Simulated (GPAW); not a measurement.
# zinc-blende (AlAs)₁₋ₓ(InAs)ₓ at x = 0.25: the As K absorption edge, part 3 of 3

Aim: the As K edge in zinc-blende (AlAs)₁₋ₓ(InAs)ₓ at x = 0.25, one member of a composition series.

GPAW 26.7.0; X-ray absorption from dipole matrix elements to empty bands, plane-wave PAW LDA.

So far. Step 5 (Spectrum with XCH, As atom 2): Main maxima below 27 eV (height): 4.2 eV (1.42), 6.4 eV (1.39), 12.8 eV (0.92), 17.0 eV (0.93) and 24.6 eV (1.00). A K edge sees empty p states on the absorber. Step 5 (Spectrum with XCH, As atom 2): The energy difference (zero at 11881 eV) isn't read as a photon energy: for so heavy an absorber the terms left out (the hole's spin, the functional's error) amount to tens of eV or more.

## (7) Spectrum with XCH, Al atom 3

The holes are 8.1 Å apart. The excited electron is kept in the cell, where it fills the lowest empty states and screens the hole. After the field has converged, empty bands are computed with the density fixed and the dipole matrix elements are summed.

The absorber has 2 As at 2.46 Å and 2 As at 2.49 Å (tetrahedral).

Input file xas.py:

```python
import numpy as np
from ase import Atoms
from ase.parallel import parprint, paropen
from gpaw import GPAW, PW, FermiDirac, Mixer, MixerDif, setup_paths
from gpaw.test import gen
setup_paths.insert(0, '.')
gen('Al', name='fch1s', xcname='LDA', corehole=(1, 0, 1), write_xml=True)
from gpaw.mpi import world
world.barrier()

atoms = Atoms('AlAsAlAsInAsAlAsAlAsAlAsInAsAlAs',
    cell=[[0, 5.76025, 5.76025],
     [5.76025, 0, 5.76025],
     [5.76025, 5.76025, 0]],
    scaled_positions=[[0.9999044, 0.9995958, 0.9979001],
     [0.1291518, 0.1101157, 0.1281278],
     [0.9991946, 0.9991883, 0.498407],
     [0.1251155, 0.1230587, 0.6234912],
     [0.0018021, 0.4995423, 0.9975631],
     [0.1174979, 0.6342014, 0.1331737],
     [0.9993109, 0.4974776, 0.4986238],
     [0.1282588, 0.6288806, 0.6081912],
     [0.4987372, 0.001691, 0.0010418],
     [0.6301892, 0.1106721, 0.1304365],
     [0.5000255, 0.9990879, 0.5009963],
     [0.624129, 0.1240642, 0.6265151],
     [0.503914, 0.5000475, 0.998054],
     [0.6159101, 0.6361187, 0.1357615],
     [0.4977332, 0.4984227, 0.5012997],
     [0.6295945, 0.6288455, 0.6088796]],
    pbc=True)
atoms.calc = calc = GPAW(legacy_gpaw=True, mode=PW(400, force_complex_dtype=True), xc='LDA', setups={2: 'fch1s'},
    kpts={'size': (3, 3, 3), 'gamma': True}, occupations=FermiDirac(0.04),
    charge=-1, mixer=Mixer(0.1, 5, 50), maxiter=150,
    convergence={'density': 0.0001, 'eigenstates': 1e-6}, txt='scf.txt')
energy = atoms.get_potential_energy() + calc.get_reference_energy()
ef = calc.get_fermi_level()
out = dict(energy=energy, fermi=ef, forces=atoms.get_forces().tolist())
parprint(f'all-electron energy {energy:.4f} eV, Fermi level {ef:.4f} eV')
ev = np.array([[calc.get_eigenvalues(k, s) for k in range(len(calc.get_ibz_k_points()))] for s in range(calc.get_number_of_spins())])
out['homo'], out['lumo'], out['counts'] = ev[ev < ef].max(), ev[ev > ef].min(), sorted(set((ev < ef).sum((0, 2)).tolist()))
out['filled'] = (ev[:, 0] < ef).sum(1).tolist()

from ase.units import Ha
from gpaw.xas import dipole_matrix_elements
nb = int(calc.get_number_of_electrons() / 2) + 195
top, nb = nb, nb + 8 + nb // 12
nscf = calc.fixed_density(kpts={'size': (4, 4, 4), 'gamma': True}, nbands=nb,
    convergence={'bands': top, 'eigenstates': 5e-3}, maxiter=60, txt='nscf.txt')
cell = atoms.cell.array
ops = [cell.T @ U.T @ np.linalg.inv(cell.T) for U in nscf.wfs.kd.symmetry.op_scc]
filled = [42]  # bands filled in the ground state, by spin
E = np.arange(-6, 30, 0.1)
fwhm = np.interp(E, [4, 25], [0.9, 3.5])
Y, X, zero, highest = 0, 0, 1e9, 1e9
for spin in range(nscf.get_number_of_spins()):
    wfs = nscf.wfs
    mine = wfs.bd.get_slice()  # this rank's bands
    A = dipole_matrix_elements(wfs.setups[2])
    eps = np.zeros((wfs.kd.nibzkpts, nb))
    d = np.zeros((3, A.shape[1], wfs.kd.nibzkpts, nb), complex)
    for kpt in wfs.kpt_u:
        if kpt.s == spin and 2 in kpt.P_ani:
            eps[kpt.k, mine] = kpt.eps_n * Ha
            d[:, :, kpt.k, mine] = (kpt.weight * wfs.nspins / 2) ** 0.5 * np.inner(A, kpt.P_ani[2])
    world.sum(eps)
    world.sum(d)
    T = np.einsum('amkn,bmkn->abkn', d, d.conj()).real
    T = sum(np.einsum('ai,ijkn,bj->abkn', R, T, R) for R in ops) / len(ops)
    empty = np.ones_like(eps, bool) & (np.arange(nb) >= filled[spin])
    zero, highest = min(zero, eps[empty].min()), min(highest, eps[:, top - 1].min())
    lines = [(eps, T, empty)] if spin == 0 else lines + [(eps, T, empty)]
for eps, T, empty in lines:
    f = np.einsum('aakn->akn', T).reshape(3, -1)
    x = eps.ravel() - zero
    w = np.interp(x, E, fwhm) / 2.35482
    g = np.exp(-0.5 * ((E[:, None] - x) / w) ** 2) / (w * (2 * np.pi) ** 0.5)
    Y = Y + (f * empty.ravel()) @ g.T
    X = X + (f * ~empty.ravel()) @ g.T
out.update(E=E.round(2).tolist(), xas=Y.tolist(), xes=X.tolist(), zero=zero, valid=highest - zero, nk=len(eps), nb=nb)
for i in range(0, len(E), 10):
    parprint(f'{E[i]:7.2f}', *(f'{v:10.3e}' for v in Y[:, i]))
import json
with paropen('out.json', 'w') as f:
    json.dump(out, f)
```

The run is started by

```console
> OMP_NUM_THREADS=1 mpirun -n 4 gpaw python xas.py
```

Numbers of over 12 decimals in the logs are rounded to 6 here.

Log:

```text
Input parameters:
  charge: -1
  convergence: {density: 0.0001,
                eigenstates: 1e-06}
  kpts: {gamma: True,
         size: (3, 3, 3)}
  maxiter: 150
  mixer: {backend: pulay,
          beta: 0.1,
          method: separate,
          nmaxold: 5,
          weight: 50}
  mode: {ecut: 400.0,
         force_complex_dtype: True,
         name: pw}
  occupations: {fixmagmom: False,
[...]
*p    :     0.562239
*d    :     0.000000
--------------------------------

Diagonalizing with gridspacing h=0.050

state   all-electron     PAW
-------------------------------
3s:      -0.683483    -0.683641
3p:      -0.437761    -0.437937
*d:                   -0.137096
*f:                   -0.021062
-------------------------------
all-electron energy -849014.5960 eV, Fermi level 5.5736 eV
[...]
28.00  5.881e-06  5.644e-06  5.630e-06
  29.00  6.155e-06  5.911e-06  5.901e-06
[key lines of the parts left out:]
Converged after 17 iterations.
Dipole moment: (-25.231344, -23.365990, -28.646250) |e|*Ang
Free energy:    -89.269241
Fermi level: 5.57360
```

Run time: 4.9 min. Hardware: 4 MPI ranks of Intel Xeon Platinum 8488C (Sapphire Rapids), shared host; peak memory 0.79 GiB; 20 min of CPU time.

The Al K spectrum, Al atom 3, excited-electron core hole (neutral cell) (energy from the bottom of the conduction band, which holds the excited electron; intensity scaled to a mean of 1 over the first 20 eV):

```
E (eV)  isotropic  ε ∥ x  ε ∥ y
  -2.0       0.00   0.00   0.00
  -1.4       0.00   0.00   0.00
  -0.8       0.00   0.00   0.00
  -0.2       0.02   0.01   0.02
   0.4       0.21   0.18   0.22
   1.0       0.78   0.67   0.84
   1.6       1.20   1.07   1.27
   2.2       1.52   1.36   1.60
   2.8       1.43   1.38   1.46
   3.4       2.20   2.21   2.20
   4.0       2.63   2.88   2.50
   4.6       1.43   1.52   1.38
   5.2       0.93   0.97   0.91
   5.8       0.88   0.90   0.87
   6.4       1.04   1.04   1.02
   7.0       0.97   0.92   0.98
   7.6       0.82   0.79   0.83
   8.2       0.81   0.81   0.81
   8.8       0.86   0.85   0.86
   9.4       0.94   0.95   0.93
  10.0       1.02   1.05   1.00
  10.6       1.16   1.19   1.14
  11.2       1.28   1.30   1.28
  11.8       1.25   1.25   1.25
  12.4       1.12   1.10   1.12
  13.0       0.95   0.94   0.95
  13.6       0.77   0.77   0.77
  14.2       0.64   0.64   0.65
  14.8       0.59   0.59   0.60
  15.4       0.62   0.63   0.61
  16.0       0.68   0.72   0.67
  16.6       0.74   0.78   0.72
  17.2       0.76   0.79   0.74
  17.8       0.74   0.75   0.73
  18.4       0.71   0.71   0.72
  19.0       0.71   0.71   0.71
  19.6       0.72   0.72   0.72
  20.2       0.73   0.73   0.72
  20.8       0.71   0.71   0.71
  21.4       0.69   0.68   0.70
  22.0       0.68   0.65   0.70
  22.6       0.69   0.65   0.71
  23.2       0.71   0.66   0.73
  23.8       0.73   0.68   0.75
  24.4       0.74   0.70   0.76
  25.0       0.74   0.71   0.76
  25.6       0.73   0.71   0.74
  26.2       0.72   0.71   0.72
  26.8       0.72   0.72   0.72
  27.4       0.73   0.74   0.72
  28.0       0.75   0.77   0.74
```

Main maxima below 24 eV (height): 2.3 eV (1.53), 3.8 eV (2.78), 6.5 eV (1.05), 11.4 eV (1.29) and 17.1 eV (0.76). 

The total-energy difference is 1564.73 eV. One term is added: -13.88 eV, since the hole is spin-paired here and a spin-polarised one costs that much less in the free atom (computed apart). The photon energy is then 1550.85 eV. The tabulated edge of the element is 1559 eV. The functional leaves an error in such absolute values: in the free atom LDA prices this hole 7.2 eV below PBE (computed apart), and PBE is itself good to a few eV.

## (8) Outcome

| Property | Result |
| --- | --- |
| absorber and edge | As K, atom 2 of the ground-state input (counted from 1) |
| surroundings | 3 Al at 2.46 Å and 1 In at 2.59 Å (distorted tetrahedral) |
| highest intensity below 24 eV | 4.2 eV above the zero, height 1.42 |

The As K edge of atom 2, with 3 Al at 2.46 Å and 1 In at 2.59 Å (distorted tetrahedral), has its highest intensity of the first 24 eV at 4.2 eV above the zero, 1.4 times the mean level of the first 20 eV (Gaussian full width 2.14 eV up to 4 eV, rising linearly to 3.5 eV at 25 eV). The script folds with a Gaussian, whereas the core hole's own line is a Lorentzian, so the onset is too steep and the first peak too high. Lifetime broadening is put in by hand, and intensities beyond about 20 eV depend on it and on the partial waves.

[Banner, clock and machine lines of the logs are left out without a mark of their own.]

[Logs are printed without paths, hosts, clocks, repeated set-up lines and the standing remarks that a program may print on its own settings, such as how far it seeks lower states.]

[Hosts, paths, dates, database ids (printed as entryN), source tags and the programs' standing remarks are cut or masked in the printed files.]

[Lists of maxima count a maximum above −3 eV only where it reaches 4 % of the highest in the window and stands out from its surroundings by 2 % of it (1.5 % where it reaches 55 %); shoulders and weaker maxima are passed over, and of the rest the first, up to two pre-edge ones and the few strongest are named.]
